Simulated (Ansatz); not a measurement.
# What SrLiH3 (model cell, started as cubic perovskite with Sr in the octahedra) distorts into, part 2 of 2

Which phase does SrLiH3 (model cell, started as cubic perovskite with Sr in the octahedra) fall into along its unstable mode, and how much energy does it gain?

Ansatz 0.2.0; DFT PBEsol, scalar-relativistic, plane waves, PAW.

So far, highest frequency on the path or at a solved wavevector (cm⁻¹): step 2 (response at finite wavevector) 1389. Also lowest frequency on the path (cm⁻¹): step 2 -560.

The structure was built from a prototype and need not be the compound's stable phase.

### Step 4. The mode frozen in, largest atomic shift 0.6 Å

The atoms are moved along the unstable eigenvector, the largest shift by 0.6 Å, with the cell fixed.

File input.yaml:

```yaml
crystal:
  lattice:
    - [0.0, -4.5923772974, -4.5923772974]
    - [0.0, -4.5923772974, 4.5923772974]
    - [-9.1847545949, -4.5923772974, 0.0]
  atoms:
    - { symbol: Li, position: [0.25, 0.25, 0.5] }
    - { symbol: Li, position: [0.75, 0.75, 0.5] }
    - { symbol: Li, position: [0.0, 0.0, 1.0] }
    - { symbol: Li, position: [0.5, 0.5, 1.0] }
    - { symbol: Sr, position: [0.375, 0.875, 0.25] }
    - { symbol: Sr, position: [0.875, 0.375, 0.25] }
    - { symbol: Sr, position: [0.125, 0.625, 0.75] }
    - { symbol: Sr, position: [0.625, 0.125, 0.75] }
    - { symbol: H, position: [0.059674357, 0.059674357, 0.25] }
    - { symbol: H, position: [0.690325643, 0.690325643, 0.25] }
    - { symbol: H, position: [0.940325643, 0.940325643, 0.75] }
    - { symbol: H, position: [0.309674357, 0.309674357, 0.75] }
    - { symbol: H, position: [0.559674357, 0.190325643, 0.25] }
    - { symbol: H, position: [0.190325643, 0.559674357, 0.25] }
    - { symbol: H, position: [0.440325643, 0.809674357, 0.75] }
    - { symbol: H, position: [0.809674357, 0.440325643, 0.75] }
    - { symbol: H, position: [0.5, 0.0, 0.0] }
    - { symbol: H, position: [0.0, 0.5, 0.0] }
    - { symbol: H, position: [0.25, 0.75, 0.5] }
    - { symbol: H, position: [0.75, 0.25, 0.5] }
kpoints:
  mp_grid: { grid: [4, 4, 4] }
hamiltonian:
  xc: pbesol
scf:
  occupations: { method: gaussian, width: 0.02 }
output:
  forces: true
  stress: true
  eigenvalues: true
```

Command:

```
> ansatz run input.yaml --threads 8 --pin off --max-ram 14336MiB --backend cpu --events-out ev --progress --plain --runs-dir out
```

Numbers of over 12 decimals in the logs are rounded to 6 here.

The log of the run:

```text
[...]
Crystal: 20 atoms, lattice volume = 387.412 Å³
Basis set: ecut = 420 eV, 7503 PW (Γ), exchange–correlation on 90×90×144 points (8 copies of the dense FFT grid, shifted against one another)
Bands: 52, of which v1, the nominal top of the filled ones, is band 32 counted from 1 (31 counted from 0)
Symmetry: 16 space group operations
[...]
k-points: 13 of 64
[...]
k-point 0: bands = [... 28 lower, 0.4788, 0.4788, 0.5032, 0.5032, 3.1729, 3.3179, 3.8469, 3.8469, ... 5 higher]
  k-point 1: bands = [... 28 lower, 0.3589, 0.3740, 0.6554, 0.6554, 3.1115, 3.2458, 3.2458, 3.4206, ... 5 higher]
  k-point 2: bands = [... 28 lower, 0.3110, 0.6425, 0.7384, 0.7384, 3.0072, 3.0072, 3.0753, 3.5047, ... 5 higher]
  k-point 12: bands = [... 28 lower, -0.0379, -0.0379, 0.1731, 0.1731, 2.6367, 2.6367, 4.1555, 4.1555, ... 5 higher]
[key lines of the parts left out:]
SCF converged after 6 iterations
Free energy (F): -14970.445095 eV
Fermi energy:    1.567101 eV
P = ⅓ Tr σ = -1.1766 GPa (-11.766 kbar)
```

It took 1.6 s on 8 threads of Arm Neoverse V2, shared host; peak memory 1.2 GiB; 11 s of CPU time.

This step gave:

| Property | Result |
| --- | --- |
| pressure | -1.177 GPa |
| gap on the k-mesh | 1.657 eV |
| energy from the undistorted cell | -59.06 meV/atom |

The energy, extrapolated to zero smearing, is -59.06 meV/atom against the undistorted cell.

The run ends at a pressure of -1.18 GPa, with forces up to 0.32 eV/Å.

### Step 5. Energy along the mode, all amplitudes (two of the runs are shown above)

An imaginary frequency means negative curvature, so the energy should fall and then rise again as anharmonic terms take over.

Numbers from this step:

| Property | Result |
| --- | --- |
| depth at the lowest point sampled | 59.06 meV/atom |
| largest atomic shift at that point | 0.6 Å |

The energy from the parent by largest atomic shift:

| largest atomic shift (Å) | energy from the parent (meV/atom) |
| --- | --- |
| 0.000 | 0 |
| 0.040 | -0.367 |
| 0.080 | -1.46 |
| 0.140 | -4.42 |
| 0.220 | -10.6 |
| 0.320 | -21.4 |
| 0.450 | -38.5 |
| 0.600 | -59.1 |

Displacement at unit largest shift by atom:

| atom | x (Å) | y (Å) | z (Å) | size |
| --- | --- | --- | --- | --- |
| Li1 | 0.00 | 0.00 | 0.00 | 0.00 |
| Li2 | 0.00 | 0.00 | 0.00 | 0.00 |
| Li3 | 0.00 | 0.00 | 0.00 | 0.00 |
| Li4 | 0.00 | 0.00 | 0.00 | 0.00 |
| Sr5 | 0.00 | 0.00 | 0.00 | 0.00 |
| Sr6 | 0.00 | 0.00 | 0.00 | 0.00 |
| Sr7 | 0.00 | 0.00 | 0.00 | 0.00 |
| Sr8 | 0.00 | 0.00 | 0.00 | 0.00 |
| H9 | 0.00 | 1.00 | 0.00 | 1.00 |
| H10 | 0.00 | -1.00 | 0.00 | 1.00 |
| H11 | 0.00 | -1.00 | 0.00 | 1.00 |
| H12 | 0.00 | 1.00 | 0.00 | 1.00 |
| H13 | 0.00 | 0.00 | 1.00 | 1.00 |
| H14 | 0.00 | 0.00 | -1.00 | 1.00 |
| H15 | 0.00 | 0.00 | -1.00 | 1.00 |
| H16 | 0.00 | 0.00 | 1.00 | 1.00 |
| H17 | 0.00 | 0.00 | 0.00 | 0.00 |
| H18 | 0.00 | 0.00 | 0.00 | 0.00 |
| H19 | 0.00 | 0.00 | 0.00 | 0.00 |
| H20 | 0.00 | 0.00 | 0.00 | 0.00 |

The lowest of the steps tried is the last one, at 0.6 Å, 59.1 meV/atom below the parent; the bottom of the well need not coincide with a step.

### Step 6. Relaxation from the frozen mode

Starting from the lowest point found, all atoms and the cell are let go, so that strain and other modes of the same symmetry can join in.

Edit input.yaml of step 4 so:

```diff
@@ -31,3 +31,3 @@
 scf:
-  occupations: { method: gaussian, width: 0.02 }
+  occupations: { method: fixed }
 output:
@@ -36 +36,6 @@
   eigenvalues: true
+relax:
+  adjacent_minimum: "off"
+  f_tol: 0.002
+  max_steps: 120
+  cell: { stress_tol: 0.03 }
```

The log of the run:

```text
[...]
Crystal: 20 atoms, lattice volume = 387.412 Å³
Basis set: ecut = 420 eV, 7503 PW (Γ), exchange–correlation on 90×90×144 points (8 copies of the dense FFT grid, shifted against one another)
Bands: 52, of which v1, the nominal top of the filled ones, is band 32 counted from 1 (31 counted from 0)
Symmetry: 16 space group operations
[...]
k-points: 13 of 64
[...]
SCF iter   1: F=—  HF=-14970.476135 eV  |F-HF|=—  |Δ(HF+E_count)|=         —  Δρ=5.57e-3  dr2=1.08e-1  ethr=1.77e-3  ⟨swp⟩=5.6  Hψ=2565  notcnv=0  defer=206
[...]
SCF iter   6: F=-14970.445095 eV  HF=-14970.445095 eV  |F-HF|=6.09e-10  |Δ(HF+E_count)|=   2.14e-7  Δρ=1.88e-6  dr2=1.74e-8  ethr=1.56e-10  ⟨swp⟩=25.2  Hψ=6576  notcnv=0
SCF 1 converged in 6 iterations: F = -14970.445095 eV  dr2 = 1.74e-8
[...]
relax step   1: F+E_penalty+E_count = -14970.44509518 eV  Δ(F+E_penalty+E_count) = +0.000e0 eV  max|allowed force component| = 3.234e-1 eV/Å  Δτ_max = 0.0000 Å  P = -1.177 GPa  Ω = 387.412 Å³  (6 SCF iters, dr2 threshold 1.00e-7 eV, accepted)
Crystal: 20 atoms, lattice volume = 369.559 Å³
Basis set: ecut = 420 eV, 7215 PW (Γ), exchange–correlation on 90×90×144 points (8 copies of the dense FFT grid, shifted against one another)
[...]
iter 1 solved again at ethr=4.91e-4 eV; its pass at ethr=3.10e-3 eV (dr2=3.14e-1 eV) is discarded
[...]
SCF iter   5: F=-14970.997825 eV  HF=-14970.997825 eV  |F-HF|=5.46e-7  |Δ(HF+E_count)|=   4.50e-5  Δρ=1.77e-5  dr2=1.22e-6  ethr=3.12e-9  ⟨swp⟩=17.8  Hψ=5409  notcnv=0
the search or the solves at the SCF's close seem to have found levels that the self-consistency loop had missed (the run counts 3). By its estimate they hold under 1e-12 electrons; where the run keeps them, the occupations were computed again with them
SCF 2 converged in 5 iterations: F = -14970.997825 eV  dr2 = 1.22e-6
[...]
relax step   2: F+E_penalty+E_count = -14970.99782519 eV  Δ(F+E_penalty+E_count) = -5.527e-1 eV  max|allowed force component| = 2.143e-1 eV/Å  Δτ_max = 0.1955 Å  P = -0.885 GPa  Ω = 369.559 Å³  energy of the carried Pulay correction = +5.813e-3 eV  (5 SCF iters, dr2 threshold 2.00e-6 eV, accepted)
Crystal: 20 atoms, lattice volume = 343.939 Å³
Basis set: ecut = 420 eV, 6757 PW (Γ), exchange–correlation on 90×90×144 points (8 copies of the dense FFT grid, shifted against one another)
[...]
SCF iter   5: F=-14971.229059 eV  HF=-14971.229058 eV  |F-HF|=4.96e-7  |Δ(HF+E_count)|=   6.27e-5  Δρ=1.76e-5  dr2=1.11e-6  ethr=3.12e-9  ⟨swp⟩=18.3  Hψ=5474  notcnv=0
[...]
SCF 3 converged in 5 iterations: F = -14971.229059 eV  dr2 = 1.11e-6
relax step   3: F+E_penalty+E_count = -14971.22905859 eV  Δ(F+E_penalty+E_count) = -2.312e-1 eV  max|allowed force component| = 4.196e-2 eV/Å  Δτ_max = 0.1950 Å  P = +0.195 GPa  Ω = 343.939 Å³  energy of the carried Pulay correction = +1.465e-2 eV  (5 SCF iters, dr2 threshold 2.00e-6 eV, accepted)
[...]
relax step   4: F+E_penalty+E_count = -14971.23577981 eV  Δ(F+E_penalty+E_count) = -6.721e-3 eV  max|allowed force component| = 2.676e-2 eV/Å  Δτ_max = 0.0261 Å  P = +0.005 GPa  Ω = 346.709 Å³  energy of the carried Pulay correction = +1.367e-2 eV  (5 SCF iters, dr2 threshold 7.77e-7 eV, accepted)
[...]
relax step   5: F+E_penalty+E_count = -14971.23617864 eV  Δ(F+E_penalty+E_count) = -3.988e-4 eV  max|allowed force component| = 1.572e-3 eV/Å  Δτ_max = 0.0105 Å  P = -0.010 GPa  Ω = 347.054 Å³  energy of the carried Pulay correction = +1.354e-2 eV  (5 SCF iters, dr2 threshold 4.48e-8 eV, accepted)
[...]
relax step   6: F+E_penalty+E_count = -14971.23621422 eV  Δ(F+E_penalty+E_count) = -3.558e-5 eV  max|allowed force component| = 1.474e-2 eV/Å  Δτ_max = 0.0059 Å  P = +0.007 GPa  Ω = 346.835 Å³  energy of the carried Pulay correction = +1.362e-2 eV  (7 SCF iters, rejected (line search))
[...]
relax step   7: F+E_penalty+E_count = -14971.23626336 eV  Δ(F+E_penalty+E_count) = -8.471e-5 eV  max|allowed force component| = 8.169e-4 eV/Å  Δτ_max = 0.0027 Å  P = +0.002 GPa  Ω = 346.880 Å³  energy of the carried Pulay correction = +1.361e-2 eV  (6 SCF iters, accepted)
[...]
SCF iter   5: F=-14971.226142 eV  HF=-14971.226142 eV  |F-HF|=0.00e0  |Δ(HF+E_count)|=  3.82e-11  Δρ=8.92e-8  dr2=1.80e-11  ethr=1.00e-12  ⟨swp⟩=23.0  Hψ=6096  notcnv=0
SCF 8 converged in 5 iterations: F = -14971.226142 eV  dr2 = 1.80e-11
relax step   8: F+E_penalty+E_count = -14971.22614206 eV  Δ(F+E_penalty+E_count) = +1.012e-2 eV  max|allowed force component| = 8.151e-4 eV/Å  Δτ_max = 0.0000 Å  P = -0.024 GPa  Ω = 346.880 Å³  stress off target by 2.58e-2 GPa  SCF on the basis re-selected at this cell (its energy is not comparable with the rows above)  (5 SCF iters)
basis re-selected at this cell: Δ(F+E_penalty+E_count) = +1.012e-2 eV, ΔP = -0.027 GPa vs the last step (what re-selecting the basis moved, of the pressure what is left beyond the Pulay correction that the steps carried, after the strain that the cell walked since its last selection, with what the two solves' SCF thresholds leave and, on support functions, any second-order correction that the steps lacked; it is no m [...]
SCF converged after 5 iterations
Free energy (F): -14971.226142 eV
[...]
Internal energy: -14971.226142 eV  (E = F + TS)
E sigma→0 (E₀):  -14971.226142 eV
Fermi energy:    1.693305 eV
[...]
--- Forces (eV/Å), atoms counted from 1 ---
  atom   1  Li     0.00000000    -0.00000000    -0.00000000
  atom   2  Li    -0.00000000     0.00000000     0.00000000
  atom   3  Li     0.00000000     0.00000000     0.00000000
  atom   4  Li     0.00000000    -0.00000000     0.00000000
  atom   5  Sr    -0.00081506    -0.00000000    -0.00000000
  atom   6  Sr    -0.00081506     0.00000000     0.00000000
  atom   7  Sr     0.00081506    -0.00000000    -0.00000000
  atom   8  Sr     0.00081506     0.00000000     0.00000000
  atom   9  H      0.00012896     0.00061017    -0.00000000
  atom  10  H      0.00012896    -0.00061017     0.00000000
  atom  11  H     -0.00012896    -0.00061017     0.00000000
  atom  12  H     -0.00012896     0.00061017    -0.00000000
  atom  13  H      0.00012896    -0.00000000     0.00061017
  atom  14  H      0.00012896     0.00000000    -0.00061017
  atom  15  H     -0.00012896     0.00000000    -0.00061017
  atom  16  H     -0.00012896    -0.00000000     0.00061017
  atom  17  H      0.00000000     0.00000000     0.00000000
  atom  18  H     -0.00000000     0.00000000     0.00000000
  atom  19  H     -0.00000000    -0.00000000    -0.00000000
  atom  20  H      0.00000000     0.00000000     0.00000000
  max |Σ_I F_I| component: 2.17e-19 eV/Å
--- Stress (GPa, compression-positive) ---
       -0.025817       0.000000      -0.000000
        0.000000      -0.023570      -0.000000
       -0.000000      -0.000000      -0.023570
  P = ⅓ Tr σ = -0.0243 GPa (-0.243 kbar)
--- Band table (eV; the first three rows and the last of 13) ---
  k-point 0: bands = [... 28 lower, 1.3662, 1.3662, 1.4104, 1.4104, 4.2352, 4.3295, 4.3295, 4.4500, ... 16 higher]
  k-point 1: bands = [... 28 lower, 1.2391, 1.2391, 1.5859, 1.5859, 3.7359, 3.7359, 4.2719, 4.5628, ... 16 higher]
  k-point 2: bands = [... 28 lower, 1.1869, 1.2545, 1.6933, 1.6933, 3.4718, 3.4718, 4.3162, 4.5298, ... 16 higher]
  k-point 12: bands = [... 28 lower, 0.6548, 0.6548, 0.8106, 0.8106, 3.1110, 3.1110, 4.7524, 4.7524, ... 16 higher]
--- Relaxed structure (7 steps of the walk, 6 accepted, 1 SCFs on fresh bases) ---
  F+E_penalty+E_count = -14971.22614206 eV   max|allowed force component| = 8.151e-4 eV/Å   (the final SCF, on the basis selected at the relaxed cell)
  cell:  # Å, volume = 346.8803 Å³
    - [0, -4.424851, -4.424851]
    - [0, -4.424851, 4.424851]
    - [-8.858337, -4.424851, 0]
  atoms:
    - { symbol: Li, position: [0.25, 0.25, 0.5] }
    - { symbol: Li, position: [0.75, 0.75, 0.5] }
    - { symbol: Li, position: [1.5286655717112298e-19, -1.5286655717112298e-19, 1.0] }
    - { symbol: Li, position: [0.5, 0.5, 1.0] }
    - { symbol: Sr, position: [0.374727, 0.874727, 0.250546] }
    - { symbol: Sr, position: [0.874727, 0.374727, 0.250546] }
    - { symbol: Sr, position: [0.125273, 0.625273, 0.749454] }
    - { symbol: Sr, position: [0.625273, 0.125273, 0.749454] }
    - { symbol: H, position: [0.018826, 0.018826, 0.251464] }
    - { symbol: H, position: [0.729710, 0.729710, 0.251464] }
    - { symbol: H, position: [0.981174, 0.981174, 0.748536] }
    - { symbol: H, position: [0.270290, 0.270290, 0.748536] }
    - { symbol: H, position: [0.518826, 0.229710, 0.251464] }
    - { symbol: H, position: [0.229710, 0.518826, 0.251464] }
    - { symbol: H, position: [0.481174, 0.770290, 0.748536] }
    - { symbol: H, position: [0.770290, 0.481174, 0.748536] }
    - { symbol: H, position: [0.5, 0.0, 0] }
    - { symbol: H, position: [0.0, 0.5, 0] }
    - { symbol: H, position: [0.250000, 0.750000, 0.5] }
    - { symbol: H, position: [0.750000, 0.250000, 0.5] }
```

Run time: 14 s. Hardware: 8 threads; peak memory 1.2 GiB; 1.8 min of CPU time.

Relaxation path:

| step | energy less that of the first step (eV) | largest force component (eV/Å) | pressure (GPa) | volume (Å³) |
| --- | --- | --- | --- | --- |
| 1 | 0.0000 | 0.3234 | -1.18 | 387.41 |
| 2 | -0.5527 | 0.2143 | -0.88 | 369.56 |
| 3 | -0.7840 | 0.0420 | 0.19 | 343.94 |
| 4 | -0.7907 | 0.0268 | 0.00 | 346.71 |
| 5 | -0.7911 | 0.0016 | -0.01 | 347.05 |
| 6 | -0.7911 | 0.0147 | 0.01 | 346.84 |
| 7 | -0.7912 | 0.0008 | 0.00 | 346.88 |
| 8* | -0.7810 | 0.0008 | -0.02 | 346.88 |

Relaxation steps marked * repeat the geometry before them on a plane-wave basis chosen anew for their cell, so energy and pressure can jump there. Relaxation step 6 was tried and not accepted.

The run keeps the 16 symmetry operations that it works with, so distortions that break them were not tested.

| conventional cell, symmetrised | before | after | change |
| --- | --- | --- | --- |
| a (Å) | 6.495 | 6.258 | -3.6 % |
| b (Å) | 6.495 | 6.258 | -3.6 % |
| c (Å) | 18.370 | 17.717 | -3.6 % |
| volume (Å³/atom) | 19.37 | 17.34 | -10.5 % |

The atoms that moved most (Å, as changes of fractional coordinates times the final cell):

| atom | dx | dy | dz | length |
| --- | --- | --- | --- | --- |
| H10 | -0.013 | -0.355 | 0.000 | 0.355 |
| H11 | 0.013 | -0.355 | 0.000 | 0.355 |
| H13 | -0.013 | 0.000 | 0.355 | 0.355 |
| H14 | -0.013 | 0.000 | -0.355 | 0.355 |
| H9 | -0.013 | 0.355 | 0.000 | 0.355 |
| H16 | 0.013 | 0.000 | 0.355 | 0.355 |
| H15 | 0.013 | 0.000 | -0.355 | 0.355 |
| H12 | 0.013 | 0.355 | 0.000 | 0.355 |

Final coordinates:

```cif
data_structure
_symmetry_space_group_name_H-M 'P 1'
_symmetry_Int_Tables_number 1
_cell_length_a 6.2577
_cell_length_b 6.2577
_cell_length_c 9.9020
_cell_angle_alpha 71.580
_cell_angle_beta 71.580
_cell_angle_gamma 90.000
_cell_volume 346.88
loop_
_atom_site_label
_atom_site_type_symbol
_atom_site_fract_x
_atom_site_fract_y
_atom_site_fract_z
_atom_site_occupancy
Li1 Li 0.25000 0.25000 0.50000 1
Li2 Li 0.75000 0.75000 0.50000 1
Li3 Li 0.00000 0.00000 0.00000 1
Li4 Li 0.50000 0.50000 0.00000 1
Sr5 Sr 0.37473 0.87473 0.25055 1
Sr6 Sr 0.87473 0.37473 0.25055 1
Sr7 Sr 0.12527 0.62527 0.74945 1
Sr8 Sr 0.62527 0.12527 0.74945 1
H9 H 0.01883 0.01883 0.25146 1
H10 H 0.72971 0.72971 0.25146 1
H11 H 0.98117 0.98117 0.74854 1
H12 H 0.27029 0.27029 0.74854 1
H13 H 0.51883 0.22971 0.25146 1
H14 H 0.22971 0.51883 0.25146 1
H15 H 0.48117 0.77029 0.74854 1
H16 H 0.77029 0.48117 0.74854 1
H17 H 0.50000 0.00000 0.00000 1
H18 H 0.00000 0.50000 0.00000 1
H19 H 0.25000 0.75000 0.50000 1
H20 H 0.75000 0.25000 0.50000 1
```

Numbers from this step:

```
pressure          : -0.02432 GPa
gap on the k-mesh : 1.173 eV
volume per atom   : 17.34 Å³
```

The distorted start has space group I4/mcm; the relaxation ends in I4/mcm.

### Step 7. What came out

| Quantity | Value |
| --- | --- |
| unstable mode of the parent | q = (0.25, -0.5, -0.5), 556i cm⁻¹ |
| depth at the lowest point sampled | 59.1 meV/atom |
| largest atomic shift at that point | 0.6 Å |
| space group reached (within 0.01 Å) | I4/mcm |
| energy gained over the parent (first relaxation, on the mesh of the frozen mode) | 98.1 meV/atom |
| volume per atom, phase reached | 17.3 Å³ |
| gap on the k-mesh, phase reached | 1.17 eV |

**Reading.** Along this mode the structure falls into I4/mcm, 98.1 meV/atom below the parent. At the parent's cell the well is 59.06 meV/atom deep on the steps tried, with its lowest point at a shift of 0.6 Å. That is the last step tried, so the steps alone don't bracket the bottom of the well. Relaxing atoms and cell changes the gain by +39.05 meV/atom against the lowest step (energies at zero smearing). The modes of the phase reached were not computed on this path. Of the 5 patterns followed to their end from this parent, this one ends 214 meV/atom above the lowest, R-3c. Another end point lies within 1 meV/atom; how such a difference moves with mesh and cutoff was not tested. Each path keeps the symmetry of its pattern, so a lower phase may lie along a pattern not tried. The volume moved by more than a tenth on the k mesh of the start, so the energy gain is rough. The starting cell was built on a prototype and not taken from a measurement, so the phase need not exist.

[Logs are printed without paths, hosts, clocks, repeated set-up lines and the standing remarks that a program may print on its own settings, such as how far it seeks lower states.]

[Hosts, paths, dates, database ids (printed as entryN), source tags and the programs' standing remarks are cut or masked in the printed files.]
